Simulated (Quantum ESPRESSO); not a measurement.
# KCl (Sylvite): phonon frequency against volume, with a fit

Aim: the Grüneisen parameter and the pressure coefficient of an optical mode of KCl (Sylvite).

Main program and level: Quantum ESPRESSO 7.5; DFT LDA, scalar-relativistic, plane waves, PseudoDojo norm-conserving pseudopotentials.

### 1. Set-up

Symmetry: Fm-3m, No. 225, cubic system. Conventional cell: a = 6.075 Å, b = 6.075 Å, c = 6.075 Å, α = 90.00°, β = 90.00°, γ = 90.00°. Nearest to K lie 6 Cl at 3.04 Å. Cl has 6 K at 3.04 Å nearest. Farther neighbours and most contacts between anions are not listed.

This is the cell after its relaxation at this level of theory, not the database cell from which that began.

### 2. Runs at several volumes

The relaxed cell is scaled uniformly; in this structure symmetry fixes all atoms, so nothing has to be relaxed anew. Each volume gets a ground state and a response at Γ. The mode followed is the highest one without the macroscopic field, of symmetry T1u; longitudinal polar modes lie higher. Cutoff 79 Ry, k mesh 8×8×8.

From the response at V/V₀ = 0.94:

What it wrote:

```text
[banners, grids, parts of the stress and lines that vanish by symmetry left out]
Program PHONON v.7.5
     Reading xml data from directory:

[...]
Exchange-correlation= PW
                           (   1   4   0   0   0   0   0)
[...]
kinetic-energy cut-off    =      79.0000  Ry
     charge density cut-off    =     316.0000  Ry
     convergence threshold     =      1.0E-18
[...]
Exchange-correlation= PW
                           (   1   4   0   0   0   0   0)
[...]
q = (   0.0000000   0.0000000   0.0000000 )
     49 Sym.Ops. (with q -> -q+G )
     G cutoff = 1012.3062  (  33823 G-vectors)     FFT grid: ( 45, 45, 45)
     number of k points=    29
[...]
Mode symmetry, O_h (m-3m)  point group:
[...]
Dielectric constant
[...]
End of electric fields calculation
          Dielectric constant in cartesian axis
          (       2.584929247      -0.000000000       0.000000000 )
          (      -0.000000000       2.584929247      -0.000000000 )
          (       0.000000000      -0.000000000       2.584929247 )
          Effective charges (d Force / dE) in cartesian axis without acoustic sum rule applied (asr)
           atom    1  K     Mean Z*:        1.10168
      Ex  (        1.10168        0.00000        0.00000 )
      Ey  (        0.00000        1.10168       -0.00000 )
      Ez  (        0.00000       -0.00000        1.10168 )
           atom    2  Cl    Mean Z*:       -1.10225
      Ex  (       -1.10225        0.00000        0.00000 )
      Ey  (        0.00000       -1.10225        0.00000 )
      Ez  (        0.00000        0.00000       -1.10225 )
          Effective charges Sum: Mean:       -0.00058
[...]
Effective charges (d Force / dE) in cartesian axis with asr applied:
           atom    1  K     Mean Z*:        1.10196
[...]
atom    2  Cl    Mean Z*:       -1.10196
[...]
Representation #   1 modes #   1   2   3
[...]
End of self-consistent calculation
     Convergence has been achieved
     Representation #   2 modes #   4   5   6
[...]
End of self-consistent calculation
     Convergence has been achieved
[...]
Dielectric constant in cartesian axis
          (       2.584929247      -0.000000000       0.000000000 )
          (      -0.000000000       2.584929247      -0.000000000 )
          (       0.000000000      -0.000000000       2.584929247 )
          Effective charges (d Force / dE) in cartesian axis without acoustic sum rule applied (asr)
           atom    1  K     Mean Z*:        1.10168
      Ex  (        1.10168        0.00000        0.00000 )
      Ey  (        0.00000        1.10168       -0.00000 )
      Ez  (        0.00000       -0.00000        1.10168 )
           atom    2  Cl    Mean Z*:       -1.10225
      Ex  (       -1.10225        0.00000        0.00000 )
      Ey  (        0.00000       -1.10225        0.00000 )
      Ez  (        0.00000        0.00000       -1.10225 )
          Effective charges Sum: Mean:       -0.00058
[...]
Effective charges (d Force / dE) in cartesian axis with asr applied:
           atom    1  K     Mean Z*:        1.10196
[...]
atom    2  Cl    Mean Z*:       -1.10196
[...]
q = (    0.000000000   0.000000000   0.000000000 )
[...]
freq (    1) =      -0.032123 [THz] =      -1.071520 [cm-1]
     freq (    2) =      -0.032123 [THz] =      -1.071520 [cm-1]
     freq (    3) =      -0.032123 [THz] =      -1.071520 [cm-1]
     freq (    4) =       5.545270 [THz] =     184.970283 [cm-1]
     freq (    5) =       5.545270 [THz] =     184.970283 [cm-1]
     freq (    6) =       5.545270 [THz] =     184.970283 [cm-1]
[...]
Mode symmetry, O_h (m-3m)  point group:
     freq (   1-   3) =         -1.1  [cm-1]   --> T_1u G_15  G_4- I
     freq (   4-   6) =        185.0  [cm-1]   --> T_1u G_15  G_4- I

   JOB DONE.
```

One volume, V/V₀ = 1, is held back as a test.

| V/V₀ | volume (Å³/atom) | pressure (GPa) | ω (cm⁻¹) |
| --- | --- | --- | --- |
| 0.94 | 26.345 | 1.75 | 184.97 |
| 0.97 | 27.185 | 0.80 | 172.96 |
| 1 | 28.026 | 0.00 | held back |
| 1.03 | 28.867 | -0.67 | 150.63 |
| 1.06 | 29.708 | -1.22 | 140.20 |

### 3. The fit

The mode Grüneisen parameter is γ = −d ln ω / d ln V.

| ln(V/V₀) | ln ω |
| --- | --- |
| -0.0619 | 5.2202 |
| -0.0305 | 5.1531 |
| 0.0296 | 5.0148 |
| 0.0583 | 4.9431 |

A straight line through these points has the slope -2.305, so γ = 2.31; at V/V₀ = 1 it predicts ω = exp(5.0802 + 0.0000) = 160.80 cm⁻¹.

A parabola of pressure against ln V through V/V₀ = 0.97, 1 and 1.03 gives the bulk modulus B = −dP/d ln V = 24.4 GPa at V₀. With ω₀ from the fitted line the pressure coefficient follows as dω/dP = γ ω₀ / B = 2.31 × 160.8 / 24.4 = 15.2 cm⁻¹/GPa.

### 4. The run that was held back

What it wrote:

```text
[banners, grids, parts of the stress and lines that vanish by symmetry left out]
[banner, memory and clock lines left out]
Program PHONON v.7.5

[...]
Exchange-correlation= PW
                           (   1   4   0   0   0   0   0)
[...]
kinetic-energy cut-off    =      79.0000  Ry
     charge density cut-off    =     316.0000  Ry
     convergence threshold     =      1.0E-18
[...]
Exchange-correlation= PW
                           (   1   4   0   0   0   0   0)
[...]
q = (   0.0000000   0.0000000   0.0000000 )
     49 Sym.Ops. (with q -> -q+G )
     G cutoff = 1054.9373  (  35749 G-vectors)     FFT grid: ( 45, 45, 45)
     number of k points=    29
[...]
Mode symmetry, O_h (m-3m)  point group:
[...]
Dielectric constant
[...]
End of electric fields calculation
          Dielectric constant in cartesian axis
          (       2.511617162      -0.000000000       0.000000000 )
          (       0.000000000       2.511617162      -0.000000000 )
          (       0.000000000      -0.000000000       2.511617162 )
          Effective charges (d Force / dE) in cartesian axis without acoustic sum rule applied (asr)
           atom    1  K     Mean Z*:        1.10949
      Ex  (        1.10949        0.00000        0.00000 )
      Ey  (        0.00000        1.10949        0.00000 )
      Ez  (        0.00000        0.00000        1.10949 )
           atom    2  Cl    Mean Z*:       -1.11005
      Ex  (       -1.11005       -0.00000        0.00000 )
      Ey  (       -0.00000       -1.11005        0.00000 )
      Ez  (        0.00000        0.00000       -1.11005 )
[...]
Representation #   1 modes #   1   2   3
[...]
End of self-consistent calculation
     Convergence has been achieved
     Representation #   2 modes #   4   5   6
[...]
End of self-consistent calculation
     Convergence has been achieved
[...]
Dielectric constant in cartesian axis
          (       2.511617162      -0.000000000       0.000000000 )
          (       0.000000000       2.511617162      -0.000000000 )
          (       0.000000000      -0.000000000       2.511617162 )
          Effective charges (d Force / dE) in cartesian axis without acoustic sum rule applied (asr)
           atom    1  K     Mean Z*:        1.10949
      Ex  (        1.10949        0.00000        0.00000 )
      Ey  (        0.00000        1.10949        0.00000 )
      Ez  (        0.00000        0.00000        1.10949 )
           atom    2  Cl    Mean Z*:       -1.11005
      Ex  (       -1.11005       -0.00000        0.00000 )
      Ey  (       -0.00000       -1.11005        0.00000 )
      Ez  (        0.00000        0.00000       -1.11005 )
          Effective charges Sum: Mean:       -0.00057
[...]
Effective charges (d Force / dE) in cartesian axis with asr applied:
           atom    1  K     Mean Z*:        1.10977
[...]
atom    2  Cl    Mean Z*:       -1.10977
[...]
q = (    0.000000000   0.000000000   0.000000000 )
[...]
freq (    1) =      -0.031576 [THz] =      -1.053254 [cm-1]
     freq (    2) =      -0.031576 [THz] =      -1.053254 [cm-1]
     freq (    3) =      -0.031576 [THz] =      -1.053254 [cm-1]
     freq (    4) =       4.842525 [THz] =     161.529233 [cm-1]
     freq (    5) =       4.842525 [THz] =     161.529233 [cm-1]
     freq (    6) =       4.842525 [THz] =     161.529233 [cm-1]
[...]
Mode symmetry, O_h (m-3m)  point group:
     freq (   1-   3) =         -1.1  [cm-1]   --> T_1u G_15  G_4- I
     freq (   4-   6) =        161.5  [cm-1]   --> T_1u G_15  G_4- I
```

It gives 161.53 cm⁻¹ against the predicted 160.80 cm⁻¹, a miss of 0.7 cm⁻¹.

### 5. Results

| Item | Value |
| --- | --- |
| mode Grüneisen parameter | 2.305 |
| bulk modulus | 24.4 GPa |
| pressure coefficient | 15.2 cm⁻¹/GPa |

In words: The highest optical mode of KCl (Sylvite) without the LO-TO term stiffens by 15.2 cm⁻¹ a GPa near the relaxed volume, with γ = 2.31. The power law meets all 5 runs within 0.45 %; between neighbouring volumes γ runs from 2.14 to 2.50. Such a coefficient turns a measured shift of this mode into a hydrostatic stress; uniaxial or biaxial stress splits the mode and needs deformation potentials. These are harmonic values at zero temperature for the structure held cubic, which a run at Γ can't show to be stable; the bulk modulus rests on three points.

[Host names and launcher messages were left out of these logs when they were recorded.]

[Logs are printed without paths, hosts, clocks, repeated set-up lines and the standing remarks that a program may print on its own settings, such as how far it seeks lower states.]

[Hosts, paths, dates, database ids (printed as entryN), source tags and the programs' standing remarks are cut or masked in the printed files.]
